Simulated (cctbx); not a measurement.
**Diagnosing a refinement**

Cell a = 4.6620 Å, b = 4.6620 Å, c = 11.7970 Å, α = 90.00°, β = 90.00°, γ = 90.00°; space group I4/mmm (no. 139). The compound is PrTi2Pb2.

Simulated single-crystal data (cctbx): Cu Kα, λ = 1.54184 Å, to d = 0.83 Å, 95 % of the full sphere, strongest reflection 70000 counts, noise from counting, a 3 % proportional error and a noise floor of 8 counts (s.d.); no absorption.

An anisotropic refinement with weights 1/σ² prints:

```text
Rint 0.025, 90 unique reflections to 0.83 A
cycle     R1     wR2    GooF  max shift (A)
   1  0.0102  0.0374   3.266   0.00047
   2  0.0087  0.0326   2.850   0.00001
final R1 0.0087 wR2 0.0326 GooF 2.850  parameters 7  data/parameter 12.9
atom        x        y        z      Ueq    occ   su(xyz)  su(Uiso or U11)
Pb1    0.00000  0.00000  0.37793   0.0028  1.000  0.00004  0.0003
Sm1    0.00000  0.00000  0.00000   0.0023  1.000  0.00000  0.0004
Ti1    0.50000  0.00000  0.25000   0.0046  1.000  0.00000  0.0006
difference map: max 1.11 min -0.82 rms 0.17
Q1    0.0000  0.0000  0.3792    4    1.12  0.01 A from Pb1
Q2    0.0000  0.0000  0.2476    4    1.11  1.54 A from Pb1
Q3    0.0000  0.0000  0.0000    2    0.90  0.00 A from Sm1
Q4    0.0000  0.0000  0.0930    4    0.78  1.10 A from Sm1
Q5    0.0000  0.2191  0.0000    8    0.57  1.02 A from Sm1
Q6    0.0000  0.1254  0.1639   16    0.48  2.02 A from Sm1
```

Q: Accept it or mend it, and why?

Mend it. The fault: wrong element: Sm1 is Pr. Against the right model at the same level, R1 goes from 0.0047 to 0.0087 and GooF from 0.88 to 2.85 and a hole of -0.8 e/Å³ opens. Sm1 has 3 electrons too many, yet its U moves the other way: dispersion, the scale or a false minimum can outweigh the electron count.

The compound is PrTi2Pb2. The right model at the same level gives:

```text
Rint 0.025, 90 unique reflections to 0.83 A
cycle     R1     wR2    GooF  max shift (A)
   1  0.0056  0.0144   1.254   0.00005
   2  0.0047  0.0100   0.876   0.00000
final R1 0.0047 wR2 0.0100 GooF 0.876  parameters 7  data/parameter 12.9
atom        x        y        z      Ueq    occ   su(xyz)  su(Uiso or U11)
Pb1    0.00000  0.00000  0.37789   0.0027  1.000  0.00001  0.0001
Pr1    0.00000  0.00000  0.00000   0.0027  1.000  0.00000  0.0001
Ti1    0.50000  0.00000  0.25000   0.0057  1.000  0.00000  0.0002
difference map: max 0.54 min -0.27 rms 0.09
Q1    0.0000  0.0000  0.0845    4    0.54  1.00 A from Pr1
Q2    0.0000  0.0000  0.5000    2    0.50  1.44 A from Pb1
Q3    0.0000  0.1840  0.0000    8    0.44  0.86 A from Pr1
Q4    0.0000  0.1892  0.2443   16    0.27  1.45 A from Ti1
Q5    0.0000  0.2213  0.3704   16    0.24  1.04 A from Pb1
Q6    0.0000  0.0000  0.1639    4    0.23  1.93 A from Pr1
```

This is a model crystal, built by substitution and not relaxed, with assumed displacement parameters.

[Middle refinement cycles are left out of these outputs.]

[Logs are printed without paths, hosts, clocks, repeated set-up lines and the standing remarks that a program may print on its own settings, such as how far it seeks lower states.]
